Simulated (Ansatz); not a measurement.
# TiTeS monolayer, Janus: from the cell to its phonons, part 3 of 3

How does TiTeS monolayer, Janus vibrate, and is this structure a minimum?

Ansatz 0.2.0; DFT PBEsol, scalar-relativistic, plane waves, PAW; PAW set soft_1.

So far. Step 4 (Relaxing to small forces for the phonons): The largest force component left is 0.35 meV/Å, within the tolerances set. Step 5 (Linear response at the zone centre): Before it was imposed, the acoustic sum rule was missed by 4.8e-5 eV/Å². Small misses are needed for a sound result but don't prove that mesh and cutoff are converged. The lowest optical mode is real, 121 cm⁻¹.

## Step 6: Response at finite wavevector

Stability and thermal properties need the whole zone. Linear response on a 6×6×1 q mesh gives force constants as far as a supercell of that size would.

Input file input.yaml:

```yaml
crystal:
  lattice:
    - [3.5213670935, 0.0, 0.0]
    - [-1.7606835467, 3.049593359, 0.0]
    - [0.0, 0.0, 30.0]
  atoms:
    - { symbol: Ti, position: [0.0, 0.0, 0.3395625317] }
    - { symbol: S, position: [0.3333333333, 0.6666666667, 0.3805884289] }
    - { symbol: Te, position: [0.6666666667, 0.3333333333, 0.2765157061] }
  periodic: [true, true, false]
kpoints:
  mp_grid: { grid: [18, 18, 1] }
hamiltonian:
  xc: pbesol
  pseudopotentials: { kind: paw, azcp: { folder: soft_1 }, xc_functional: pbe }
scf:
  occupations: { method: methfessel_paxton, width: 0.2 }
output:
  eigenvalues: true
phonons:
  method: dfpt
  qmesh: [6, 6, 1]
  temperatures: { t_max: 1000, t_step: 50 }
  qpath:
    path:
      - [0.0, 0.0, 0.0]
      - [0.5, 0.0, 0.0]
      - [0.33333333, 0.33333333, 0.0]
      - [0.0, 0.0, 0.0]
    npoints: 10
```

Started as:

```
$ ansatz run input.yaml --threads 4 --pin off --max-ram 16384MiB --backend cpu --events-out ev --progress --plain --runs-dir out
```

Numbers of over 12 decimals in the logs are rounded to 6 here.

The program printed:

```text
[...]
Crystal: 3 atoms, lattice volume = 322.162 Å³
Basis set: ecut = 420 eV, 6239 PW (Γ), exchange–correlation on 48×48×432 points (8 copies of the dense FFT grid, shifted against one another)
Bands: 21, of which v1, the nominal top of the filled ones, is band 17 counted from 1 (16 counted from 0)
Symmetry: 6 space group operations
k-points: 37 of 324 (time reversal used)
[...]
SCF iter   1: F=—  HF=-10264.169169 eV  |F-HF|=—  |Δ(HF+E_count)|=         —  Δρ=1.92e-2  dr2=3.22e0  ethr=3.10e-3  ⟨swp⟩=14.6  Hψ=6590  notcnv=0
[...]
SCF iter  13: F=-10263.496698 eV  HF=-10263.496698 eV  |F-HF|=3.64e-11  |Δ(HF+E_count)|=  4.13e-10  S|Δr|=    0.00e0  Δρ=1.73e-8  dr2=2.11e-12  ethr=1.00e-12  ⟨swp⟩=14.3  Hψ=5946  notcnv=0
SCF 1 converged in 13 iterations: F = -10263.496698 eV  dr2 = 2.11e-12
[...]
phonons: the bands overlap, so this run is a metal and interpolates without the dipole-dipole term. If the crystal is really an insulator or semiconductor, its LO-TO splitting is missing
NSCF: frozen V_eff on 37 k-points
WARN: eigensolver did not converge in 10 slots of this pass, the one above among them; of largest residual over every band (k=7): 1 band(s) unlocked (lowest unlocked band 20, counted from 0; max residual 8.48e-5 eV among the unlocked bands, 8.48e-5 eV over every band); of lowest unlocked band (k=1): band 20
[...]
DFPT response loops at q = (0, 0, 0) (fractional): preconditioner auto → none (partly filled bands, converged f_vac=0.762); β = 0.50; Broyden in place of MSR1
[...]
SCF converged after 13 iterations
[...]
Free energy (F): -10263.496698 eV
[...]
Internal energy: -10263.498427 eV  (E = F + TS)
E sigma→0 (E₀):  -10263.497130 eV
Entropy (-TS):   0.001729 eV (0.576 meV/atom)
Fermi energy:    -4.876433 eV
[...]
--- Band table (eV; the first three rows and the last of 37) ---
  k-point 0: bands = [... 13 lower, -7.9578, -7.1166, -4.6376, -4.6376, -3.8520, -3.7948, -3.7948, -1.2604]
  k-point 1: bands = [... 13 lower, -7.9514, -7.0130, -4.8071, -4.7409, -4.1416, -3.7110, -3.5587, -1.5050]
  k-point 2: bands = [... 13 lower, -7.9347, -6.8249, -5.3676, -4.9574, -4.3277, -3.5587, -3.4332, -1.9564]
  k-point 36: bands = [... 13 lower, -9.2419, -8.1625, -7.5476, -7.2380, -3.9889, -3.8684, -3.7990, -2.4647]
--- Phonons (Γ-DFPT): 6 representative perturbations + reference (Σ response iterations 30) ---
  ASR residual: 6.744e-5 → 0.000e0 eV/Å²; symmetrization residual: 1.129e-5 eV/Å²
  ASR residual per site (eV/Å²): 2.69e-5 6.74e-5 2.12e-5
  Γ frequencies (cm⁻¹): 0.00 0.00 0.00 121.22 121.22 205.36 265.90 265.90 367.73
--- Phonons (arbitrary-q DFPT): 7 irreducible q on the 6×6×1 mesh ---
  q = [0.0000, 0.0000, 0.0000] (star 1, of the zone-centre solve; hermiticity 1.47e-6, symmetrization 4.74e-11): -0.00 0.00 0.00 121.22 121.22 205.36 265.90 265.90 367.73
  q = [0.0000, 0.1667, 0.0000] (star 6, 9 solved perturbations on 171 of 324 k-point pairs; hermiticity 2.91e-6, symmetrization 1.54e-8): 23.60 45.99 72.78 123.41 123.75 203.84 268.26 273.97 355.80
[...]
q = [0.1667, 0.1667, 0.0000] (star 6, 6 solved perturbations in 1485 linear systems a pass and spin channel, the states on 324 of 324 k-point pairs; hermiticity 1.28e-6, symmetrization 9.20e-10): 54.76 73.04 108.97 140.48 165.15 205.39 278.42 297.52 343.65
[...]
sum rule: each row above includes the acoustic sum rule's correction from the zone centre's row sums; it moved no ω² by more than (0.76 cm⁻¹)²
  mesh force constants: q→R imaginary residual 3.09e-18; ASR residual 6.744e-5 → 0.000e0 eV/Å²; symmetrization residual 8.882e-15 eV/Å²
  interpolated dispersion: 31 rows × 9 modes
  density of states and harmonic sums: on the 24×24×1 q-mesh, interpolated from the force constants of a 6×6×1 supercell (no non-analytic term)
  largest difference from the sums on the solved wave vectors: F 2.57e-2 eV, S 3.15e-5 and C_V 5.83e-6 eV/K
  zero-point energy: 0.104406 eV/cell   skipped modes (ω ≤ 0): 4, of them read as no rigid motion or as one in doubt: 1 (1.042e-2 modes/cell left out, lowest -2.84 cm⁻¹)   left out of the sums: 1.74e-3 of the cell's modes: C_V's classical limit lies that fraction below 3 k_B per atom; for a crystal, a wire or a layer, F and S can be off by more, and a phonons.interpolated_qmesh denser along its periods is the remedy for the sampling
```

Run time: 41 min. Hardware: 4 threads of Arm Neoverse V1, shared host; peak memory 4.6 GiB.

Numbers from this step:

```yaml
sum_rule_residual_before_enforcement: 6.74e-5 eV/Å²
lowest_frequency_on_the_path: -2.922 cm⁻¹
highest_frequency_on_the_path_or_at_a_solved_wavevector: 367.7 cm⁻¹
mean_frequency: 187.6 cm⁻¹
lowest_mode_on_the_q_mesh_acoustic_modes_at_gamma_apart: 23.6 cm⁻¹
zero_point_energy_per_atom: 34.8 meV
heat_capacity_at_300_k: 22.97 J/(mol atoms K)
vibrational_entropy_at_300_k: 32.72 J/(mol atoms K)
edges_of_the_widest_gap_between_branches_on_path_and_mesh: 207.1, 256.6 cm⁻¹
```

Frequencies (cm⁻¹) solved at each irreducible wavevector; negative means imaginary. Frequencies by wavevector, by row:

| q in reciprocal lattice units | star | mode 1 | mode 2 | mode 3 | mode 4 | mode 5 | mode 6 | mode 7 | mode 8 | mode 9 |
| --- | --- | --- | --- | --- | --- | --- | --- | --- | --- | --- |
| 0 0 0 | 1 | 0 | 0 | 0 | 121.2 | 121.2 | 205.4 | 265.9 | 265.9 | 367.7 |
| 0 0.1667 0 | 6 | 23.6 | 46 | 72.8 | 123.4 | 123.8 | 203.8 | 268.3 | 274 | 355.8 |
| 0 0.3333 0 | 6 | 69.4 | 83 | 117.9 | 127.5 | 174 | 205 | 264.8 | 294.7 | 341.1 |
| 0 -0.5 0 | 3 | 93.1 | 97.2 | 125.7 | 126.6 | 188.5 | 200.2 | 256.6 | 301.4 | 341 |
| 0.1667 0.1667 0 | 6 | 54.8 | 73 | 109 | 140.5 | 165.2 | 205.4 | 278.4 | 297.5 | 343.6 |
| 0.1667 0.3333 0 | 12 | 85.8 | 99.5 | 123.7 | 163.2 | 186.7 | 202.8 | 286.4 | 302.1 | 334.6 |
| 0.3333 0.3333 0 | 2 | 90.8 | 110 | 124.7 | 177.4 | 187.6 | 197.9 | 297.6 | 301.1 | 328 |

Interpolated from a 6×6×1 q mesh. Phonon branches along the path, in cm⁻¹:

| point | branch 1 | branch 2 | branch 3 | branch 4 | branch 5 | branch 6 | branch 7 | branch 8 | branch 9 |
| --- | --- | --- | --- | --- | --- | --- | --- | --- | --- |
| Γ | 0 | 0 | 0 | 121 | 121 | 205 | 266 | 266 | 368 |
| halfway | 46 | 66 | 100 | 126 | 149 | 204 | 272 | 284 | 345 |
| M | 93 | 97 | 126 | 127 | 188 | 200 | 257 | 301 | 341 |
| halfway | 91 | 103 | 124 | 166 | 189 | 198 | 286 | 302 | 332 |
| K | 91 | 110 | 125 | 177 | 188 | 198 | 298 | 301 | 328 |
| halfway | 55 | 73 | 109 | 140 | 165 | 205 | 278 | 298 | 344 |
| Γ | 0 | 0 | 0 | 121 | 121 | 205 | 266 | 266 | 368 |

The phonon branches as a text plot (rows in cm⁻¹):

```
    360 |*******                                         ********
    345 |       ******************                *******
    329 |                         ****************
    314 |
    298 |           **********************************
    283 |         **              **              *******
    267 |***************       ***                       ********
    252 |               *******
    236 |
    221 |
    206 |***************************    *************************
    190 |               **************************
    175 |             **            ***********   **
    159 |           **            **           *******
    144 |         **           ***                  *****
    128 |*****************************************    ***********
    113 | ****      ****             ********     ****     *****
     97 |         **    **************************    ***
     82 |       **  ******                   *******     **
     67 |     **  ******                          *******
     51 |   **  ****                                **   ****
     36 |   ******                                    ***  **
     20 | **  **                                         **  ***
      5 |*****                                             ******
         Γ                   M           K                      Γ
```

Tetrahedra on a 24×24×1 mesh, mean over bins of 5 cm-1. Interpolated from a 6×6×1 q mesh. Phonon density of states against wavenumber; read off at these points:

| wavenumber (cm⁻¹) | phonon density of states (1/cm⁻¹/cell) |
| --- | --- |
| -2 | 0.00245 |
| 8 | 0.00393 |
| 18 | 0.00633 |
| 28 | 0.00864 |
| 38 | 0.0111 |
| 48 | 0.0138 |
| 58 | 0.0173 |
| 68 | 0.0216 |
| 78 | 0.0287 |
| 88 | 0.0610 |
| 98 | 0.0379 |
| 108 | 0.0273 |
| 118 | 0.0289 |
| 122 | 0.136 |
| 128 | 0.052 |
| 138 | 0.0217 |
| 148 | 0.0165 |
| 158 | 0.0161 |
| 168 | 0.0187 |
| 178 | 0.028 |
| 188 | 0.0779 |
| 198 | 0.0319 |
| 202 | 0.118 |
| 208 | 0.0506 |
| 218 | 0 |
| 228 | 0 |
| 238 | 0 |
| 248 | 0 |
| 258 | 0.00899 |
| 268 | 0.0347 |
| 272 | 0.0625 |
| 278 | 0.0373 |
| 288 | 0.0242 |
| 298 | 0.0530 |
| 302 | 0.0953 |
| 308 | 0.0021 |
| 318 | 0 |
| 328 | 0.0138 |
| 338 | 0.0460 |
| 348 | 0.0167 |
| 358 | 0.00912 |
| 368 | 0.00453 |

The partial phonon density of states has structure finer than the step of the table below, so its rows give means over 10 cm⁻¹, whole bins alone (the curve runs from -12.9 to 389 cm⁻¹). Peaks (cm⁻¹: height): S 186.7: 0.0282, 204.4: 0.0313, 272.6: 0.0404, 300.3: 0.0589, 340.8: 0.0255; Te 90.7: 0.0534, 123.5: 0.0752, 204.4: 0.0299; Ti 126.1: 0.0255, 146.3: 0.0135, 186.7: 0.0243, 204.4: 0.0433, 272.6: 0.0182, 300.3: 0.0191, 340.8: 0.0344.

Phonopy on the run's constants, 19x19x1 mesh, Gaussian sigma 2.9 cm-1. Interpolated from a 6×6×1 q mesh. The partial phonon density of states by wavenumber; means over each step; values in 1/cm⁻¹/cell:

| wavenumber (cm⁻¹) | S | Te | Ti |
| --- | --- | --- | --- |
| 0 | 4.2e-4 | 0.00170 | 6.3e-4 |
| 10 | 6.4e-4 | 0.00268 | 9.7e-4 |
| 20 | 9.8e-4 | 0.00431 | 0.00155 |
| 30 | 0.00126 | 0.00593 | 0.00210 |
| 40 | 0.00156 | 0.00792 | 0.00274 |
| 50 | 0.00173 | 0.00965 | 0.00322 |
| 60 | 0.00197 | 0.0126 | 0.00391 |
| 70 | 0.00204 | 0.0159 | 0.00437 |
| 80 | 0.00249 | 0.0262 | 0.00585 |
| 90 | 0.00265 | 0.0456 | 0.00740 |
| 100 | 0.00129 | 0.0298 | 0.00375 |
| 110 | 8.4e-4 | 0.0194 | 0.00203 |
| 120 | 0.00624 | 0.0472 | 0.0142 |
| 130 | 0.00805 | 0.0251 | 0.0218 |
| 140 | 0.00463 | 0.00348 | 0.0106 |
| 150 | 0.00460 | 0.00247 | 0.00924 |
| 160 | 0.00622 | 0.00219 | 0.00899 |
| 170 | 0.00871 | 0.00208 | 0.00936 |
| 180 | 0.0158 | 0.00354 | 0.0135 |
| 190 | 0.0165 | 0.00430 | 0.0153 |
| 200 | 0.0162 | 0.0164 | 0.0294 |
| 210 | 0.0107 | 0.0101 | 0.0147 |
| 220 | 2.0e-5 | 1.9e-5 | 3.2e-5 |
| 230 | 0 | 0 | 0 |
| 240 | 1.0e-7 | 0 | 0 |
| 250 | 7.3e-4 | 1.4e-6 | 1.5e-4 |
| 260 | 0.0137 | 6.6e-5 | 0.00464 |
| 270 | 0.0312 | 1.1e-4 | 0.0140 |
| 280 | 0.0225 | 8.8e-5 | 0.0105 |
| 290 | 0.0197 | 1.1e-4 | 0.00966 |
| 300 | 0.0466 | 1.1e-4 | 0.0163 |
| 310 | 0.00738 | 9.9e-6 | 0.00260 |
| 320 | 4.6e-4 | 6.9e-6 | 6.2e-4 |
| 330 | 0.00924 | 1.4e-4 | 0.0127 |
| 340 | 0.0206 | 2.9e-4 | 0.0278 |
| 350 | 0.00773 | 1.4e-4 | 0.00910 |
| 360 | 0.00366 | 1.4e-4 | 0.00477 |
| 370 | 0.00106 | 6.1e-5 | 0.00154 |
| 380 | 5.7e-6 | 0 | 7.9e-6 |

Harmonic thermodynamic functions per atom, from the density of states. Interpolated from a 6×6×1 q mesh. Thermodynamic functions, by row:

| T (K) | F_vib (meV/atom) | S (J/mol-atom/K) | C_V (J/mol-atom/K) |
| --- | --- | --- | --- |
| 0 | 34.8 | 0 | 0 |
| 100 | 30.09 | 11.3 | 14.43 |
| 200 | 11.57 | 23.77 | 20.96 |
| 300 | -17.95 | 32.72 | 22.97 |
| 400 | -55.5 | 39.45 | 23.77 |
| 500 | -99.25 | 44.8 | 24.17 |
| 600 | -148.1 | 49.23 | 24.39 |
| 700 | -201.1 | 53 | 24.52 |
| 800 | -257.7 | 56.28 | 24.61 |
| 900 | -317.6 | 59.18 | 24.67 |
| 1000 | -380.3 | 61.78 | 24.71 |

Symmetry leaves 7 wavevectors to solve. The lowest mode among them, the acoustic zeros apart, lies at q = (0, 0.167, 0) and is real, 23.6 cm⁻¹.

## Step 7: Isotope substitution, element S, natural mass 32.06 amu

An isotope changes the mass and not the force constants, so no new electronic calculation is needed; the shifts show which modes move this element.

The same force constants with the mass of S changed from 32.060 to 33.968 u (phonopy, no LO-TO term). Both lists are sorted by frequency; levels can cross, so a row need not hold one and the same mode. Modes under 3 cm⁻¹ are left out. Isotope shifts, by row:

| q | rank | natural mass (cm⁻¹) | changed mass (cm⁻¹) |
| --- | --- | --- | --- |
| 0 0 0 | 4 | 121.2 | 120.4 |
| 0 0 0 | 5 | 121.2 | 120.4 |
| 0 0 0 | 6 | 205.4 | 202.6 |
| 0 0 0 | 7 | 265.9 | 261.3 |
| 0 0 0 | 8 | 265.9 | 261.3 |
| 0 0 0 | 9 | 367.7 | 363.8 |
| 0 0.1667 0 | 1 | 23.6 | 23.5 |
| 0 0.1667 0 | 2 | 45.99 | 45.82 |
| 0 0.1667 0 | 3 | 72.78 | 72.52 |
| 0 0.1667 0 | 4 | 123.4 | 122.6 |
| 0 0.1667 0 | 5 | 123.8 | 122.9 |
| 0 0.1667 0 | 6 | 203.8 | 201.3 |
| 0 0.1667 0 | 7 | 268.3 | 263.4 |
| 0 0.1667 0 | 8 | 274 | 268.9 |
| 0 0.1667 0 | 9 | 355.8 | 351.4 |
| 0 0.3333 0 | 1 | 69.39 | 69.2 |
| 0 0.3333 0 | 2 | 82.98 | 82.88 |
| 0 0.3333 0 | 3 | 117.9 | 117.8 |
| 0 0.3333 0 | 4 | 127.5 | 126.7 |
| 0 0.3333 0 | 5 | 174 | 171.5 |
| 0 0.3333 0 | 6 | 205 | 203.5 |
| 0 0.3333 0 | 7 | 264.8 | 259.1 |
| 0 0.3333 0 | 8 | 294.7 | 288.8 |
| 0 0.3333 0 | 9 | 341.1 | 336.9 |
| 0 -0.5 0 | 1 | 93.12 | 93.11 |
| 0 -0.5 0 | 2 | 97.16 | 96.97 |
| 0 -0.5 0 | 3 | 125.7 | 125.6 |
| 0 -0.5 0 | 4 | 126.6 | 126.1 |
| 0 -0.5 0 | 5 | 188.5 | 185.2 |
| 0 -0.5 0 | 6 | 200.2 | 199.4 |
| 0 -0.5 0 | 7 | 256.6 | 250.5 |
| 0 -0.5 0 | 8 | 301.4 | 294.2 |
| 0 -0.5 0 | 9 | 341 | 337.7 |

A mode of this element alone would shift by -2.85 %. The highest zone-centre frequency without the field goes from 367.7 to 363.8 cm⁻¹ (-1.1 %). The product of the frequency ratios over all optical modes at Γ is 0.930; the product rule, (m/m′)^(3k/2) (M′/M)^(3/2) with k = 1 such atoms and M the mass of the cell, gives 0.930.

## Step 8: Isotope substitution, element Te, natural mass 127.6 amu

The same for Te, from 127.60 to 129.91 u.

The same force constants with the mass of Te changed from 127.600 to 129.906 u (phonopy, no LO-TO term). Both lists are sorted by frequency; levels can cross, so a row need not hold one and the same mode. Modes under 3 cm⁻¹ are left out. Isotope shifts, by row:

| q | rank | natural mass (cm⁻¹) | changed mass (cm⁻¹) |
| --- | --- | --- | --- |
| 0 0 0 | 4 | 121.2 | 120.8 |
| 0 0 0 | 5 | 121.2 | 120.8 |
| 0 0 0 | 6 | 205.4 | 204.7 |
| 0 0 0 | 7 | 265.9 | 265.9 |
| 0 0 0 | 8 | 265.9 | 265.9 |
| 0 0 0 | 9 | 367.7 | 367.6 |
| 0 0.1667 0 | 1 | 23.6 | 23.46 |
| 0 0.1667 0 | 2 | 45.99 | 45.72 |
| 0 0.1667 0 | 3 | 72.78 | 72.35 |
| 0 0.1667 0 | 4 | 123.4 | 123 |
| 0 0.1667 0 | 5 | 123.8 | 123.4 |
| 0 0.1667 0 | 6 | 203.8 | 203.2 |
| 0 0.1667 0 | 7 | 268.3 | 268.2 |
| 0 0.1667 0 | 8 | 274 | 274 |
| 0 0.1667 0 | 9 | 355.8 | 355.8 |
| 0 0.3333 0 | 1 | 69.39 | 68.96 |
| 0 0.3333 0 | 2 | 82.98 | 82.35 |
| 0 0.3333 0 | 3 | 117.9 | 116.9 |
| 0 0.3333 0 | 4 | 127.5 | 127.3 |
| 0 0.3333 0 | 5 | 174 | 173.8 |
| 0 0.3333 0 | 6 | 205 | 204.5 |
| 0 0.3333 0 | 7 | 264.8 | 264.8 |
| 0 0.3333 0 | 8 | 294.7 | 294.7 |
| 0 0.3333 0 | 9 | 341.1 | 341.1 |
| 0 -0.5 0 | 1 | 93.12 | 92.29 |
| 0 -0.5 0 | 2 | 97.16 | 96.52 |
| 0 -0.5 0 | 3 | 125.7 | 124.6 |
| 0 -0.5 0 | 4 | 126.6 | 126.6 |
| 0 -0.5 0 | 5 | 188.5 | 188.3 |
| 0 -0.5 0 | 6 | 200.2 | 199.8 |
| 0 -0.5 0 | 7 | 256.6 | 256.6 |
| 0 -0.5 0 | 8 | 301.4 | 301.4 |
| 0 -0.5 0 | 9 | 341 | 341 |

A mode of this element alone would shift by -0.89 %. The highest zone-centre frequency without the field goes from 367.7 to 367.6 cm⁻¹ (-0.0 %). The product of the frequency ratios over all optical modes at Γ is 0.990; the product rule, (m/m′)^(3k/2) (M′/M)^(3/2) with k = 1 such atoms and M the mass of the cell, gives 0.990.

## Step 9: Another isotope, element Ti, natural mass 47.867 amu

The same for Ti, from 47.87 to 49.94 u.

A mode of this element alone would shift by -2.10 %. The highest zone-centre frequency without the field goes from 367.7 to 363.2 cm⁻¹ (-1.2 %). The product of the frequency ratios over all optical modes at Γ is 0.952; the product rule, (m/m′)^(3k/2) (M′/M)^(3/2) with k = 1 such atoms and M the mass of the cell, gives 0.952.

## Step 10: Summary of results

| Item | Value |
| --- | --- |
| space group after relaxation (within 0.01 Å) | P3m1 |
| area per atom | 3.58 Å² |
| electronic character | no gap on this mesh |
| highest optical mode at the zone centre (no LO-TO term) | 368 cm⁻¹ |
| lowest optical zone-centre mode | 121 cm⁻¹ |
| lowest mode on the q mesh (acoustic modes at Γ apart) | 23.6 cm⁻¹ |
| highest frequency on the path or at a solved wavevector | 368 cm⁻¹ |
| zero-point energy per atom | 34.8 meV |
| heat capacity at 300 K | 23.0 J/(mol atoms K) |
| vibrational entropy at 300 K | 32.7 J/(mol atoms K) |
| imaginary modes on the 6×6×1 q mesh | none |

**Reading.** The structure is a minimum as far as tested: no mode is imaginary at the 7 irreducible wavevectors of the 6×6×1 mesh, and the softest away from the acoustic zeros lies at 24 cm⁻¹. The optical modes at Γ span 121 to 368 cm⁻¹. On the path and the mesh, the widest gap between branches runs from 207 to 257 cm⁻¹. With no gap, or one that is small against the smearing, the frequencies hang on the k mesh and the smearing, most of all near Kohn anomalies. In a sheet or slab the interpolated bending branch near Γ is rough, since the rotational sum rule isn't imposed. A semilocal functional can close a gap that the real compound would have, so the metallic treatment may be an artefact of the level. Spin-orbit coupling is left out, which can matter for the heavy elements here. The PAW files were made for PBE and serve the other functionals too. A phonon run warned that its eigensolver left some bands unconverged in a pass. The starting cell was built on a prototype and not taken from a measurement. These are harmonic frequencies at zero temperature: anharmonic shifts, linewidths and thermal expansion are left out.

[Logs are printed without paths, hosts, clocks, repeated set-up lines and the standing remarks that a program may print on its own settings, such as how far it seeks lower states.]

[Hosts, paths, dates, database ids (printed as entryN), source tags and the programs' standing remarks are cut or masked in the printed files.]
